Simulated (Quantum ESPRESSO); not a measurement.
# Collinear magnetic orders of KNiF3 with Quantum ESPRESSO

Does KNiF3 prefer parallel or opposed moments, or none?

Calculated with Quantum ESPRESSO 7.5; LDA; plane waves with GBRV 1.5 LDA potentials, no spin-orbit coupling.

The database entry behind the starting cell differs from later determinations by our own check (about 0.35 % short), so it need not match the best structure at ambient conditions.

## 1. The starting structure

The structure is cubic, space group Pm-3m (No. 221). The conventional cell has a = 4.000 Å, b = 4.000 Å, c = 4.000 Å, α = 90.00°, β = 90.00°, γ = 90.00°. Nearest to K lie 12 F at 2.83 Å. Ni has 6 F at 2.00 Å nearest. Nearest to F lie 2 Ni at 2.00 Å and 4 K at 2.83 Å. Farther neighbours and most contacts between anions are not listed.

The cell comes from the Crystallography Open Database.

## 2. Start 1: ferro +

The signs are those of the starting moments on the seeded atoms, the atoms that are given a moment.

Contents of pw.in:

```
&CONTROL
  calculation = 'scf'
  prefix = 'pwscf'
  outdir = './tmp'
  pseudo_dir = './pseudo'
  disk_io = 'nowf'
/
&SYSTEM
  ibrav = 0
  nat = 5
  ntyp = 3
  ecutwfc = 40
  ecutrho = 280
  nbnd = 34
  occupations = 'smearing'
  smearing = 'fd'
  degauss = 0.00367493
  nspin = 2
  starting_magnetization(1) = 0
  starting_magnetization(2) = 0.1111
  starting_magnetization(3) = 0
/
&ELECTRONS
  conv_thr = 1d-08
  electron_maxstep = 150
  mixing_beta = 0.3
/
ATOMIC_SPECIES
K      39.0983 k_lda_v1.4.uspp.F.UPF
Ni     58.6934 ni_lda_v1.4.uspp.F.UPF
F      18.9984 f_lda_v1.4.uspp.F.UPF
CELL_PARAMETERS angstrom
   4.0000000000    0.0000000000    0.0000000000
   0.0000000000    4.0000000000    0.0000000000
   0.0000000000    0.0000000000    4.0000000000
ATOMIC_POSITIONS crystal
K       0.0000000000    0.0000000000    0.0000000000
Ni      0.5000000000    0.5000000000    0.5000000000
F       0.5000000000    0.5000000000    0.0000000000
F       0.0000000000    0.5000000000    0.5000000000
F       0.5000000000    0.0000000000    0.5000000000
K_POINTS automatic
6 6 6 0 0 0
```

The run is started by

```bash
$ OMP_NUM_THREADS=1 mpirun -n 4 pw.x -nk 4 -in pw.in > pw.out
```

The program printed:

```text
Program PWSCF v.7.5 starts

     Message from routine setup:
     using ibrav=0 with symmetry is DISCOURAGED, use correct ibrav instead

     K-points division:     npool     =       4
     Subspace diagonalization in iterative solution of the eigenvalue problem:

     G-vector sticks info
     --------------------
     sticks:   dense  smooth     PW     G-vecs:    dense   smooth      PW
     Sum        1281     725    221                34265    14771    2517

     Using Slab Decomposition

     bravais-lattice index     =            0
     lattice parameter (alat)  =       7.5589  a.u.
     unit-cell volume          =     431.8934 (a.u.)^3
     number of atoms/cell      =            5
     number of atomic types    =            3
     number of electrons       =        48.00
     number of Kohn-Sham states=           34
     kinetic-energy cutoff     =      40.0000  Ry
     charge density cutoff     =     280.0000  Ry
     scf convergence threshold =      1.0E-08
     mixing beta               =       0.3000
     number of iterations used =            8  plain     mixing
     Exchange-correlation=  SLA  PZ   NOGX NOGC
                           (   1   1   0   0   0   0   0)

     celldm(1)=   7.558904  celldm(2)=   0.000000  celldm(3)=   0.000000
     celldm(4)=   0.000000  celldm(5)=   0.000000  celldm(6)=   0.000000

     crystal axes: (cart. coord. in units of alat)
               a(1) = (   1.000000   0.000000   0.000000 )
               a(2) = (   0.000000   1.000000   0.000000 )
               a(3) = (   0.000000   0.000000   1.000000 )

     reciprocal axes: (cart. coord. in units 2 pi/alat)
               b(1) = (  1.000000  0.000000  0.000000 )
               b(2) = (  0.000000  1.000000  0.000000 )
               b(3) = (  0.000000  0.000000  1.000000 )

     PseudoPot. # 1 for K  read from file:
     k_lda_v1.4.uspp.F.UPF
     Pseudo is Ultrasoft + core correction, Zval =  9.0
     Generated by new atomic code, or converted to UPF format
     Using radial grid of  841 points,  6 beta functions with:
                l(1) =   0
                l(2) =   0
                l(3) =   1
                l(4) =   1
                l(5) =   2
                l(6) =   2
     Q(r) pseudized with  6 coefficients,  rinner =    1.500   1.500   1.500
                                                       1.500   1.500

     PseudoPot. # 2 for Ni read from file:
     ni_lda_v1.4.uspp.F.UPF
     Pseudo is Ultrasoft + core correction, Zval = 18.0
     Generated by new atomic code, or converted to UPF format
     Using radial grid of  865 points,  6 beta functions with:
                l(1) =   0
                l(2) =   0
                l(3) =   1
                l(4) =   1
                l(5) =   2
                l(6) =   2
     Q(r) pseudized with 10 coefficients,  rinner =    0.980   0.980   0.980
                                                       0.980   0.980

     PseudoPot. # 3 for F  read from file:
     f_lda_v1.4.uspp.F.UPF
     Pseudo is Ultrasoft, Zval =  7.0
     Generated by new atomic code, or converted to UPF format
     Using radial grid of  799 points,  4 beta functions with:
                l(1) =   0
                l(2) =   0
                l(3) =   1
                l(4) =   1
     Q(r) pseudized with  8 coefficients,  rinner =    0.950   0.950   0.950

     atomic species   valence    mass     pseudopotential
     K                 9.00    39.09830     K ( 1.00)
     Ni               18.00    58.69340     Ni( 1.00)
     F                 7.00    18.99840     F ( 1.00)

     Starting magnetic structure
     atomic species   magnetization
     K               0.000
     Ni              0.111
     F               0.000

     48 Sym. Ops., with inversion, found

   Cartesian axes

     site n.     atom                  positions (alat units)
         1        K      tau(   1) = (   0.0000000   0.0000000   0.0000000  )
         2        Ni     tau(   2) = (   0.5000000   0.5000000   0.5000000  )
         3        F      tau(   3) = (   0.5000000   0.5000000   0.0000000  )
         4        F      tau(   4) = (   0.0000000   0.5000000   0.5000000  )
         5        F      tau(   5) = (   0.5000000   0.0000000   0.5000000  )

     number of k points=    20  Fermi-Dirac smearing, width (Ry)=  0.0037
                       cart. coord. in units 2pi/alat
        k(    1) = (   0.0000000   0.0000000   0.0000000), wk =   0.0046296
        k(    2) = (   0.0000000   0.0000000   0.1666667), wk =   0.0277778
        k(    3) = (   0.0000000   0.0000000   0.3333333), wk =   0.0277778
        k(    4) = (   0.0000000   0.0000000  -0.5000000), wk =   0.0138889
        k(    5) = (   0.0000000   0.1666667   0.1666667), wk =   0.0555556
        [... 15 further k-points ...]

     Dense  grid:    34265 G-vectors     FFT dimensions: (  45,  45,  45)

     Smooth grid:    14771 G-vectors     FFT dimensions: (  32,  32,  32)

     Check: negative core charge=   -0.000006
     Generating pointlists ...
     new r_m :   0.2917 (alat units)  2.2048 (a.u.) for type    1
     new r_m :   0.2063 (alat units)  1.5590 (a.u.) for type    2
     new r_m :   0.2063 (alat units)  1.5590 (a.u.) for type    3

     Initial potential from superposition of free atoms

     starting charge      45.4972, renormalised to      48.0000
     Starting wfcs are   33 randomized atomic wfcs +    1 random wfcs

     Self-consistent Calculation

     iteration #  1     ecut=    40.00 Ry     beta= 0.30
     Davidson diagonalization with overlap
     ethr =  1.00E-02,  avg # of iterations =  6.5

     total energy              =    -537.80814575 Ry
     estimated scf accuracy    <      21.60856608 Ry

     total magnetization       =     1.72 Bohr mag/cell
     absolute magnetization    =     1.87 Bohr mag/cell

     iteration #  2     ecut=    40.00 Ry     beta= 0.30
     Davidson diagonalization with overlap
     ethr =  1.00E-02,  avg # of iterations =  3.7

     total energy              =    -545.66618318 Ry
     estimated scf accuracy    <      13.27596472 Ry

     total magnetization       =     0.12 Bohr mag/cell
     absolute magnetization    =     0.18 Bohr mag/cell

     iteration #  3     ecut=    40.00 Ry     beta= 0.30
     Davidson diagonalization with overlap
     ethr =  1.00E-02,  avg # of iterations =  2.0

     total energy              =    -545.98801957 Ry
     estimated scf accuracy    <       1.45466230 Ry

     total magnetization       =     0.65 Bohr mag/cell
     absolute magnetization    =     0.66 Bohr mag/cell

     [... further iterations left out ...]

     iteration # 12     ecut=    40.00 Ry     beta= 0.30
     Davidson diagonalization with overlap
     ethr =  4.89E-08,  avg # of iterations =  2.0

     total energy              =    -546.12602606 Ry
     estimated scf accuracy    <       0.00001423 Ry

     total magnetization       =     1.00 Bohr mag/cell
     absolute magnetization    =     1.01 Bohr mag/cell

     iteration # 13     ecut=    40.00 Ry     beta= 0.30
     Davidson diagonalization with overlap
     ethr =  2.96E-08,  avg # of iterations =  2.9

     total energy              =    -546.12603024 Ry
     estimated scf accuracy    <       0.00001423 Ry

     total magnetization       =     1.00 Bohr mag/cell
     absolute magnetization    =     1.01 Bohr mag/cell

     iteration # 14     ecut=    40.00 Ry     beta= 0.30
     Davidson diagonalization with overlap
     ethr =  2.96E-08,  avg # of iterations =  1.9

     total energy              =    -546.12603229 Ry
     estimated scf accuracy    <       0.00000003 Ry

     total magnetization       =     1.00 Bohr mag/cell
     absolute magnetization    =     1.01 Bohr mag/cell

     iteration # 15     ecut=    40.00 Ry     beta= 0.30
     Davidson diagonalization with overlap
     ethr =  6.68E-11,  avg # of iterations =  4.5

     Magnetic moment per site  (integrated on atomic sphere of radius R)
     atom   1 (R=0.292)  charge=  7.6049  magn= -0.0005
     atom   2 (R=0.206)  charge= 15.4526  magn=  0.8564
     atom   3 (R=0.206)  charge=  6.4671  magn=  0.0359
     atom   4 (R=0.206)  charge=  6.4671  magn=  0.0359
     atom   5 (R=0.206)  charge=  6.4671  magn=  0.0359

     End of self-consistent calculation

     [... lines left out ...]
     the Fermi energy is     6.5316 ev

!    total energy              =    -546.12603239 Ry
     estimated scf accuracy    <          8.1E-09 Ry
     smearing contrib. (-TS)   =      -0.00160650 Ry
     internal energy E=F+TS    =    -546.12442589 Ry

     The total energy is F=E-TS. E is the sum of the following terms:
     one-electron contribution =    -388.52791199 Ry
     hartree contribution      =     216.74901201 Ry
     xc contribution           =     -71.39226659 Ry
     ewald contribution        =    -302.95325932 Ry

     total magnetization       =     1.00 Bohr mag/cell
     absolute magnetization    =     1.01 Bohr mag/cell

     convergence has been achieved in  15 iterations

=------------------------------------------------------------------------------=
   JOB DONE.
=------------------------------------------------------------------------------=
```

Wall time 13 s (4 MPI ranks of Intel Xeon Platinum 8488C (Sapphire Rapids), shared host); peak memory 0.45 GiB.

Spin moment in the atom's sphere by atom:

```
atom  spin moment in the atom's sphere (μB)
  K1                                 -0.001
 Ni2                                  0.856
  F3                                  0.036
  F4                                  0.036
  F5                                  0.036
```

Numbers from this step:

- smearing term TS: 0.02186 eV
- magnetization: 0.998 μB
- absolute magnetization: 1.013 μB
- final state: ferromagnetic

Spin density in the ac plane at fractional y = 0.500, with atoms of Ni and F within 0.2 Å of it.

Values in e/Å³, 14 rows by 14 columns, each cell a mean:
```
0.0 0.0 0.0 0.0 0.0 0.0 0.1 0.1 0.0 0.0 0.0 0.0 0.0 0.0
0.0 0.0 0.0 0.0 0.0 0.0 0.0 0.1 0.0 0.0 0.0 0.0 0.0 0.0
0.0 0.0 0.0 0.0 0.0 0.0 0.0 0.0 0.0 0.0 0.0 0.0 0.0 0.0
0.0 0.0 0.0 0.0 0.0 0.0 0.0 0.0 0.0 0.0 0.0 0.0 0.0 0.0
0.0 0.0 0.0 0.0 0.0 0.0 0.2 0.3 0.1 0.0 0.0 0.0 0.0 0.0
0.0 0.0 0.0 0.0 0.1 0.2 1.0 1.5 0.3 0.1 0.0 0.0 0.0 0.0
0.1 0.1 0.0 0.0 0.2 1.0 2.3 2.5 1.5 0.3 0.0 0.0 0.1 0.1
0.1 0.1 0.0 0.0 0.1 0.7 1.8 2.3 1.0 0.2 0.0 0.0 0.0 0.1
0.0 0.0 0.0 0.0 0.0 0.1 0.7 1.0 0.2 0.0 0.0 0.0 0.0 0.0
0.0 0.0 0.0 0.0 0.0 0.0 0.1 0.2 0.1 0.0 0.0 0.0 0.0 0.0
0.0 0.0 0.0 0.0 0.0 0.0 0.0 0.0 0.0 0.0 0.0 0.0 0.0 0.0
0.0 0.0 0.0 0.0 0.0 0.0 0.0 0.0 0.0 0.0 0.0 0.0 0.0 0.0
0.0 0.0 0.0 0.0 0.0 0.0 0.1 0.1 0.0 0.0 0.0 0.0 0.0 0.0
0.0 0.0 0.0 0.0 0.0 0.0 0.1 0.1 0.0 0.0 0.0 0.0 0.0 0.0
```
Columns run along a (4.0 Å), rows up along c (4.0 Å). Atoms in or near the plane, at fractional coordinates: Ni at (0.50, 0.50), F at (0.50, 0.00), F at (0.00, 0.50).

Valence density in the ac plane at fractional y = 0.500, with atoms of Ni and F within 0.2 Å of it. It is the smooth field of the valence electrons, not physical close to the nuclei.

Values in e/Å³, 14 rows by 14 columns, each cell a mean:
```
 0  0  0  0  1  4  9 11  5  1  0  0  0  0
 0  0  0  0  0  1  3  4  2  1  0  0  0  0
 0  0  0  0  0  1  1  1  1  0  0  0  0  0
 0  0  0  0  0  0  0  1  0  0  0  0  0  0
 1  1  0  0  0  1  2  2  1  0  0  0  1  1
 6  3  1  0  1  4 14 17  7  1  0  1  2  5
12  6  1  1  1  9 34 38 17  2  1  1  4 11
11  5  1  1  1  8 30 34 14  2  0  1  3  9
 4  2  1  0  1  3  8  9  4  1  0  1  1  4
 1  1  0  0  0  1  1  1  1  0  0  0  0  1
 0  0  0  0  0  0  1  1  0  0  0  0  0  0
 0  0  0  0  0  1  1  1  1  0  0  0  0  0
 0  0  0  0  1  2  5  6  3  1  0  0  0  0
 0  0  0  0  1  4 11 12  6  1  0  0  0  0
```
Columns run along a (4.0 Å), rows up along c (4.0 Å). Atoms in or near the plane, at fractional coordinates: Ni at (0.50, 0.50), F at (0.50, 0.00), F at (0.00, 0.50).

[end of part 1 of 2]

[Logs and program files are shortened in this print: banners, set-up blocks, solver, clock and traceback lines can be left out without a mark of their own.]

[Logs are printed without paths, hosts, clocks, repeated set-up lines and the standing remarks that a program may print on its own settings, such as how far it seeks lower states.]

[Hosts, paths, dates, database ids (printed as entryN), source tags and the programs' standing remarks are cut or masked in the printed files.]

[Where a cell is said to come from a database of computed structures, the database is the Materials Project.]
